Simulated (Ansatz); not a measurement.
# BP (F-43m): zone-centre modes under pressure, part 2 of 3

Aim: how do the optical modes of BP (F-43m) move with volume?

Ansatz 0.2.0; DFT LDA, scalar-relativistic, plane waves, PAW; PAW set soft_1.

So far. Step 3 (Tight relaxation): The forces vanish by symmetry and the pressure is 0.000 GPa, within the tolerances set. The cell now holds 11.32 Å³/atom.

## Step 4: Modes at rest

The modes at rest are the reference of the series, and the response to a field gives the dielectric tensor and the Born charges.

input.yaml

```yaml
crystal:
  lattice:
    - [0.0, 2.2452912038, 2.2452912038]
    - [2.2452912038, 0.0, 2.2452912038]
    - [2.2452912038, 2.2452912038, 0.0]
  atoms:
    - { symbol: B, position: [0.0, 0.0, 0.0] }
    - { symbol: P, position: [0.75, 0.75, 0.75] }
kpoints:
  mp_grid: { grid: [12, 12, 12] }
hamiltonian:
  xc: lda
  pseudopotentials: { kind: paw, azcp: { folder: soft_1 }, xc_functional: pbe }
scf:
  occupations: { method: fixed }
output:
  eigenvalues: true
phonons:
  method: dfpt
  dielectric: true
  rigid_motions: translations
  raman: true
```

Run with:

```
> ansatz run input.yaml --threads 4 --pin off --max-ram 10240MiB --backend cpu --events-out ev --progress --plain --runs-dir out
```

Numbers of over 12 decimals in the logs are rounded to 6 here.

Output:

```text
[...]
Crystal: 2 atoms, lattice volume = 22.639 Å³
Basis set: ecut = 420 eV, 459 PW (Γ), exchange–correlation on 48×48×48 points (8 copies of the dense FFT grid, shifted against one another)
Bands: 8, of which v1, the nominal top of the filled ones, is band 4 counted from 1 (3 counted from 0)
Symmetry: 24 space group operations
k-points: 280 of 1728 (irreducible under 4 space group operations, time reversal used)
[...]
SCF iter   1: F=—  HF=-877.483926 eV  |F-HF|=—  |Δ(HF+E_count)|=         —  Δρ=9.63e-2  dr2=2.35e0  ethr=3.10e-3  ⟨swp⟩=5.2  Hψ=16403  notcnv=0  defer=531
[...]
SCF iter   7: F=-876.637424 eV  HF=-876.637424 eV  |F-HF|=5.62e-11  |Δ(HF+E_count)|=   2.24e-9  Δρ=5.50e-7  dr2=8.84e-11  ethr=1.25e-12  ⟨swp⟩=9.3  Hψ=19157  notcnv=0
SCF 1 converged in 7 iterations: F = -876.637424 eV  dr2 = 8.84e-11
[...]
NSCF: frozen V_eff on 1 k-points
DFPT response loops at Γ: preconditioner auto → none (the input reference at scf.mixing.eps_inf says where Resta's filter doesn't serve); β = 0.50; Broyden in place of MSR1
── the response to a field inside a basis, on 12×12×12 k-points: an SCF that follows is theirs, and a resumed run solves both again ──
Bands: 5, of which v1, the nominal top of the filled ones, is band 4 counted from 1 (3 counted from 0)
k-points: 182
[...]
Eigensolver: Dense (182 Hₖ)
SCF iter   1: F=—  HF=-876.637634 eV  |F-HF|=—  |Δ(HF+E_count)|=         —  Δρ=1.28e-4  dr2=4.42e-7  ethr=1.00e-1
[...]
SCF iter   4: F=-876.637635 eV  HF=-876.637635 eV  |F-HF|=0.00e0  |Δ(HF+E_count)|=   1.28e-9  Δρ=3.83e-7  dr2=1.21e-11  ethr=4.75e-11
SCF 1 converged in 4 iterations: F = -876.637635 eV  dr2 = 1.21e-11
[...]
SCF converged after 7 iterations
Free energy (F): -876.637424 eV
[...]
Internal energy: -876.637424 eV  (E = F + TS)
E sigma→0 (E₀):  -876.637424 eV
Fermi energy:    9.465788 eV
[...]
--- Band table (eV; the first three rows and the last of 280) ---
[...]
--- Phonons (Γ-DFPT): 2 representative perturbations + reference, on 280 of 1728 k-points (Σ response iterations 5) ---
  k mesh reduced under 4 symmetry operations, with k and −k counted as one. Each operation leaves every solved perturbation unchanged. A smaller set is not considered because the run solves the response to a homogeneous field
  ASR residual: 2.541e-4 → 0.000e0 eV/Å²; symmetrization residual: 1.244e-7 eV/Å²
  ASR residual per site (eV/Å²): 1.82e-4 2.54e-4
  Γ frequencies (cm⁻¹): 0.00 0.00 0.00 820.90 820.90 820.90
  ε∞ (high-frequency dielectric tensor):
        9.184038     0.000000     0.000000
        0.000000     9.184038     0.000000
        0.000000     0.000000     9.184038
  ε⁰ (static dielectric tensor: ions relaxed, cell fixed):
        9.349009     0.000000     0.000000
        0.000000     9.349009     0.000000
        0.000000     0.000000     9.349009
  ε⁰ − ε∞ (ionic part):
        0.164971    -0.000000    -0.000000
       -0.000000     0.164971    -0.000000
       -0.000000    -0.000000     0.164971
  softest optical mode at Γ: 820.90 cm⁻¹; the repairs (sum rule, projections) moved no ω² at Γ by more than (2.15 cm⁻¹)²
  Born effective charges Z* (e; rows j = field, columns β = displacement):
    site 0:
        -0.64020   -0.00000    0.00000
         0.00000   -0.64020    0.00000
         0.00000   -0.00000   -0.64020
    site 1:
         0.64020    0.00000   -0.00000
        -0.00000    0.64020   -0.00000
        -0.00000    0.00000    0.64020
  Z* charge neutrality: 5.210e-5 e pre-enforcement
  solved inside a basis spanned on kpoints, on 12×12×12 k-points transformed towards the longest dipole: ε∞ is read to err by 2.5e-2, Z* by 5.5e-3 e (field_mesh: kpoints solves on kpoints); Z* is corrected for what the basis lacks
  Raman tensors (in the event stream and the table raman_tensors.tsv): an entry may err by 6.5e-4 Å², one of the second-order susceptibility by 2.4e-3 pm/V (basis, points and sum rule); their sum over the sites missed zero by 3.093e-5 Å² ahead of its enforcement
  optical modes at Γ without the LO–TO term, one row a degenerate level:
      ω (cm⁻¹)  modes    IR ((D/Å)²/amu)  static Raman (Å⁴/amu)  depolarisation
        820.90      3             3.5400               782.8343           0.750
  optical modes at Γ + LO–TO along q̂ = [1.0000, 0.0000, 0.0000]:
      ω (cm⁻¹)  modes    IR ((D/Å)²/amu)  static Raman (Å⁴/amu)  depolarisation
        820.90      2             2.3600               521.8895           0.750
        828.24      1             1.1800               287.7160           0.750
  optical modes at Γ + LO–TO along q̂ = [0.0000, 1.0000, 0.0000]:
      ω (cm⁻¹)  modes    IR ((D/Å)²/amu)  static Raman (Å⁴/amu)  depolarisation
        820.90      2             2.3600               521.8895           0.750
        828.24      1             1.1800               287.7160           0.750
  optical modes at Γ + LO–TO along q̂ = [0.0000, 0.0000, 1.0000]:
      ω (cm⁻¹)  modes    IR ((D/Å)²/amu)  static Raman (Å⁴/amu)  depolarisation
        820.90      2             2.3600               521.8895           0.750
        828.24      1             1.1800               287.7160           0.750
```

It took 29 s on 4 threads of Arm Neoverse V1, shared host; peak memory 0.6 GiB.

Numbers from this step:

```
sum-rule residual before enforcement                    : 2.54e-4 eV/Å²
miss of the charge sum rule                             : 5.21e-5 e
estimated error of the dielectric tensor                : 0.02527
estimated error of the Born charges                     : 0.005487 e
point group                                             : -43m
highest optical mode at the zone centre (no LO-TO term) : 820.9 cm⁻¹
lowest optical zone-centre mode                         : 820.9 cm⁻¹
mean high-frequency dielectric constant                 : 9.184
largest Born charge (third of the trace)                : -0.6402 e
mean static dielectric constant                         : 9.349
top of the zone-centre spectrum with the field          : 828.2 cm⁻¹
```

Without the LO-TO term. Patterns of degenerate modes are one choice out of their space. Modes at Γ, with each element's share of the kinetic energy:

```
mode  frequency (cm⁻¹)  symmetry  B %  P %
   1               0.0  acoustic   26   74
   2               0.0  acoustic   26   74
   3               0.0  acoustic   26   74
   4             820.9        T2   74   26
   5             820.9        T2   74   26
   6             820.9        T2   74   26
```

Displacements in mode 6 (820.9 cm⁻¹), the largest set to 1:
```
B1   0.00  1.00  0.00
P2   0.00 -0.35  0.00
```

Optical modes at the zone centre, without and with the macroscopic field of the longitudinal modes; each column is sorted by frequency, so a row need not hold one and the same mode. Modes with and without the field, by row:

```
rank among optical modes  no field (cm⁻¹)  q along (1, 0, 0) (cm⁻¹)
                       1            820.9                     820.9
                       2            820.9                     820.9
                       3            820.9                     828.2
```

Born charge (rows field, columns displacement) (e), principal values of the symmetric part by kind of site:

```
atom  atoms with these values      low   middle     high     mean
  B1                        1  -0.6402  -0.6402  -0.6402  -0.6402
  P2                        1   0.6402   0.6402   0.6402   0.6402
```

In full for B1:

```
-0.6402  0.0000  0.0000
 0.0000 -0.6402  0.0000
 0.0000  0.0000 -0.6402
```

High-frequency dielectric tensor:

```
9.18 0.00 0.00
0.00 9.18 0.00
0.00 0.00 9.18
```

Static dielectric tensor (ions relaxed, fixed cell):

```
9.35 0.00 0.00
0.00 9.35 0.00
0.00 0.00 9.35
```

Transverse modes. Lines of the infrared spectrum (strongest = 100):

```
position (cm⁻¹)  label  relative intensity
            821     T2                 100
```

Activity x (w_L - w)^4 (n + 1)/w, 532 nm, 300 K; modes without the macroscopic field alone. Raman lines, with heights relative to the strongest:

```
position (cm⁻¹)  label  relative intensity
            821     T2                 100
```

Before it was imposed, the acoustic sum rule was missed by 2.5e-4 eV/Å² and the charge sum rule by 5.2e-5 e. Small misses are needed for a sound result but don't prove that mesh and cutoff are converged. The lowest optical mode is real, 821 cm⁻¹.

## Step 5: Ground state of a member: 1.06 times the volume at rest

The cell is set to 1.06 times the volume at rest; symmetry leaves nothing else free, so this is a single point.

input.yaml, the sections that differ from step 4:

```yaml
crystal:
  lattice:
    - [0.0, 2.2893277015, 2.2893277015]
    - [2.2893277015, 0.0, 2.2893277015]
    - [2.2893277015, 2.2893277015, 0.0]
  atoms:
    - { symbol: B, position: [0.0, 0.0, 0.0] }
    - { symbol: P, position: [0.75, 0.75, 0.75] }
scf:
  occupations: { method: gaussian, width: 0.02 }
output:
  forces: true
  stress: true
  eigenvalues: true
# kpoints, hamiltonian: as in step 4
# phonons: removed
```

Output:

```text
[...]
Crystal: 2 atoms, lattice volume = 23.997 Å³
Basis set: ecut = 420 eV, 459 PW (Γ)
Bands: 8, of which v1, the nominal top of the filled ones, is band 4 counted from 1 (3 counted from 0)
Symmetry: 24 space group operations
[...]
k-points: 72 of 1728 (time reversal used)
[...]
SCF iter   1: F=—  HF=-877.316992 eV  |F-HF|=—  |Δ(HF+E_count)|=         —  Δρ=8.70e-2  dr2=2.05e0  ethr=3.10e-3  ⟨swp⟩=6.3  Hψ=5562  notcnv=0
[...]
SCF iter   7: F=-876.596703 eV  HF=-876.596703 eV  |F-HF|=7.40e-11  |Δ(HF+E_count)|=   2.56e-9  Δρ=6.85e-7  dr2=1.24e-10  ethr=2.08e-10  ⟨swp⟩=2.3  Hψ=1901  notcnv=0
SCF 1 converged in 7 iterations: F = -876.596703 eV  dr2 = 1.24e-10
[...]
SCF converged after 7 iterations
Free energy (F): -876.596703 eV
[...]
Internal energy: -876.596703 eV  (E = F + TS)
E sigma→0 (E₀):  -876.596703 eV
Fermi energy:    9.283182 eV
[...]
--- Stress (GPa, compression-positive) ---
       -9.168080      -0.000000       0.000000
       -0.000000      -9.168080       0.000000
       -0.000000       0.000000      -9.168080
  P = ⅓ Tr σ = -9.1681 GPa (-91.681 kbar)
--- Band table (eV; the first three rows and the last of 72) ---
[...]
```

Run time: 0.74 s. Hardware: 4 threads; peak memory 0.27 GiB; 2.3 s of CPU time.

This step gave:

| Property | Result |
| --- | --- |
| pressure | -9.168 GPa |
| gap on the k-mesh | 1.216 eV |
| volume per atom | 12.00 Å³ |

The forces vanish by symmetry, at a pressure of -9.17 GPa.

## Step 6: Zone-centre modes of the member: 1.06 times the volume at rest

The zone-centre modes follow for 1.06 times the volume at rest, with the response to a field.

input.yaml, as its differences from that of step 5:

```diff
@@ -14,6 +14,8 @@
 scf:
-  occupations: { method: gaussian, width: 0.02 }
+  occupations: { method: fixed }
 output:
-  forces: true
-  stress: true
   eigenvalues: true
+phonons:
+  method: dfpt
+  dielectric: true
+  rigid_motions: translations
```

Output:

```text
[...]
Crystal: 2 atoms, lattice volume = 23.997 Å³
Basis set: ecut = 420 eV, 459 PW (Γ), exchange–correlation on 48×48×48 points (8 copies of the dense FFT grid, shifted against one another)
Bands: 8, of which v1, the nominal top of the filled ones, is band 4 counted from 1 (3 counted from 0)
Symmetry: 24 space group operations
k-points: 280 of 1728 (irreducible under 4 space group operations, time reversal used)
[...]
SCF iter   1: F=—  HF=-877.316981 eV  |F-HF|=—  |Δ(HF+E_count)|=         —  Δρ=8.70e-2  dr2=2.05e0  ethr=3.10e-3  ⟨swp⟩=5.2  Hψ=16418  notcnv=0  defer=531
[...]
SCF iter   7: F=-876.596704 eV  HF=-876.596704 eV  |F-HF|=6.15e-11  |Δ(HF+E_count)|=   2.21e-9  Δρ=5.43e-7  dr2=9.72e-11  ethr=1.25e-12  ⟨swp⟩=9.9  Hψ=20043  notcnv=0
SCF 1 converged in 7 iterations: F = -876.596704 eV  dr2 = 9.72e-11
[...]
Bands: 5, of which v1, the nominal top of the filled ones, is band 4 counted from 1 (3 counted from 0)
k-points: 182 of 1728 (irreducible under 6 space group operations, time reversal used)
[...]
Eigensolver: Dense (182 Hₖ)
SCF iter   1: F=—  HF=-876.596872 eV  |F-HF|=—  |Δ(HF+E_count)|=         —  Δρ=1.14e-4  dr2=3.84e-7  ethr=1.00e-1
[...]
SCF iter   2: F=-876.596873 eV  HF=-876.596873 eV  |F-HF|=1.54e-7  |Δ(HF+E_count)|=   4.52e-7  Δρ=5.74e-5  dr2=9.82e-8  ethr=4.80e-9
SCF 1 converged in 2 iterations: F = -876.596873 eV  dr2 = 9.82e-8
[...]
SCF converged after 7 iterations
Free energy (F): -876.596704 eV
[...]
Internal energy: -876.596704 eV  (E = F + TS)
E sigma→0 (E₀):  -876.596704 eV
Fermi energy:    8.675533 eV
[...]
--- Band table (eV; the first three rows and the last of 280) ---
[...]
ASR residual: 2.557e-4 → 0.000e0 eV/Å²; symmetrization residual: 6.173e-8 eV/Å²
  ASR residual per site (eV/Å²): 1.87e-4 2.56e-4
  Γ frequencies (cm⁻¹): 0.00 0.00 0.00 773.68 773.68 773.68
  ε∞ (high-frequency dielectric tensor):
        9.220937     0.000000    -0.000000
        0.000000     9.220937     0.000000
       -0.000000     0.000000     9.220937
  ε⁰ (static dielectric tensor: ions relaxed, cell fixed):
        9.308493     0.000000    -0.000000
        0.000000     9.308493     0.000000
       -0.000000     0.000000     9.308493
  ε⁰ − ε∞ (ionic part):
        0.087556    -0.000000     0.000000
       -0.000000     0.087556    -0.000000
        0.000000    -0.000000     0.087556
[...]
Born effective charges Z* (e; rows j = field, columns β = displacement):
    site 0:
        -0.45256    0.00000    0.00000
         0.00000   -0.45256   -0.00000
        -0.00000   -0.00000   -0.45256
    site 1:
         0.45256   -0.00000   -0.00000
        -0.00000    0.45256    0.00000
         0.00000    0.00000    0.45256
  Z* charge neutrality: 1.037e-5 e pre-enforcement
  solved inside a basis spanned on kpoints, on 12×12×12 k-points, its susceptibility summed on 16×16×16: ε∞ is read to err by 2.5e-2, Z* by 5.4e-3 e (field_mesh: kpoints solves on kpoints); Z* is corrected for what the basis lacks
  optical modes at Γ without the LO–TO term, one row a degenerate level:
      ω (cm⁻¹)  modes    IR ((D/Å)²/amu)
        773.68      3             1.7690
  optical modes at Γ + LO–TO along q̂ = [1.0000, 0.0000, 0.0000]:
      ω (cm⁻¹)  modes    IR ((D/Å)²/amu)
        773.68      2             1.1793
        777.34      1             0.5897
  optical modes at Γ + LO–TO along q̂ = [0.0000, 1.0000, 0.0000]:
      ω (cm⁻¹)  modes    IR ((D/Å)²/amu)
        773.68      2             1.1793
        777.34      1             0.5897
  optical modes at Γ + LO–TO along q̂ = [0.0000, 0.0000, 1.0000]:
      ω (cm⁻¹)  modes    IR ((D/Å)²/amu)
        773.68      2             1.1793
        777.34      1             0.5897
```

Elapsed: 11 s, on 4 threads; peak memory 0.52 GiB; 41 s of CPU time.

This step gave:

```
sum-rule residual before enforcement                    : 2.56e-4 eV/Å²
miss of the charge sum rule                             : 1.04e-5 e
estimated error of the dielectric tensor                : 0.02528
estimated error of the Born charges                     : 0.005434 e
highest optical mode at the zone centre (no LO-TO term) : 773.7 cm⁻¹
lowest optical zone-centre mode                         : 773.7 cm⁻¹
mean high-frequency dielectric constant                 : 9.221
largest Born charge (third of the trace)                : -0.4526 e
mean static dielectric constant                         : 9.309
top of the zone-centre spectrum with the field          : 777.3 cm⁻¹
```

Without the LO-TO term. Patterns of degenerate modes are one choice out of their space. The modes at Γ (shares of kinetic energy by element, %):

```
mode  frequency (cm⁻¹)  symmetry  B %  P %
   1               0.0  acoustic   26   74
   2               0.0  acoustic   26   74
   3               0.0  acoustic   26   74
   4             773.7        T2   74   26
   5             773.7        T2   74   26
   6             773.7        T2   74   26
```

Transverse modes. Infrared lines, with heights relative to the strongest:

```
position (cm⁻¹)  label  relative intensity
            774     T2                 100
```

The optical mode without the LO-TO term lies at 773.7 cm⁻¹.

## Step 7: Ground state of a member: 0.9 times the volume at rest

The cell is set to 0.9 times the volume at rest; symmetry leaves nothing else free, so this is a single point.

input.yaml, the sections that differ from step 6:

```yaml
crystal:
  lattice:
    - [0.0, 2.1678048226, 2.1678048226]
    - [2.1678048226, 0.0, 2.1678048226]
    - [2.1678048226, 2.1678048226, 0.0]
  atoms:
    - { symbol: B, position: [0.0, 0.0, 0.0] }
    - { symbol: P, position: [0.75, 0.75, 0.75] }
scf:
  occupations: { method: gaussian, width: 0.02 }
output:
  forces: true
  stress: true
  eigenvalues: true
# kpoints, hamiltonian: as in step 6
# phonons: removed
```

Output:

```text
[...]
Crystal: 2 atoms, lattice volume = 20.375 Å³
Basis set: ecut = 420 eV, 411 PW (Γ)
Bands: 8, of which v1, the nominal top of the filled ones, is band 4 counted from 1 (3 counted from 0)
Symmetry: 24 space group operations
[...]
k-points: 72 of 1728 (time reversal used)
[...]
Free energy (F): -876.490930 eV
[...]
Internal energy: -876.490930 eV  (E = F + TS)
E sigma→0 (E₀):  -876.490930 eV
Fermi energy:    11.481147 eV
[...]
--- Stress (GPa, compression-positive) ---
       22.525373       0.000000      -0.000000
        0.000000      22.525373       0.000000
       -0.000000       0.000000      22.525373
  P = ⅓ Tr σ = 22.5254 GPa (225.254 kbar)
--- Band table (eV; the first three rows and the last of 72) ---
[...]
[key lines of the parts left out:]
SCF converged after 7 iterations
```

Elapsed: 0.71 s, on 4 threads; peak memory 0.26 GiB; 2.1 s of CPU time.

This step gave:

```yaml
pressure: 22.53 GPa
gap_on_the_k_mesh: 1.006 eV
volume_per_atom: 10.19 Å³
```

The forces vanish by symmetry, at a pressure of 22.53 GPa.

(Part 2 of 3 ends here.)

[Logs are printed without paths, hosts, clocks, repeated set-up lines and the standing remarks that a program may print on its own settings, such as how far it seeks lower states.]

[Hosts, paths, dates, database ids (printed as entryN), source tags and the programs' standing remarks are cut or masked in the printed files.]
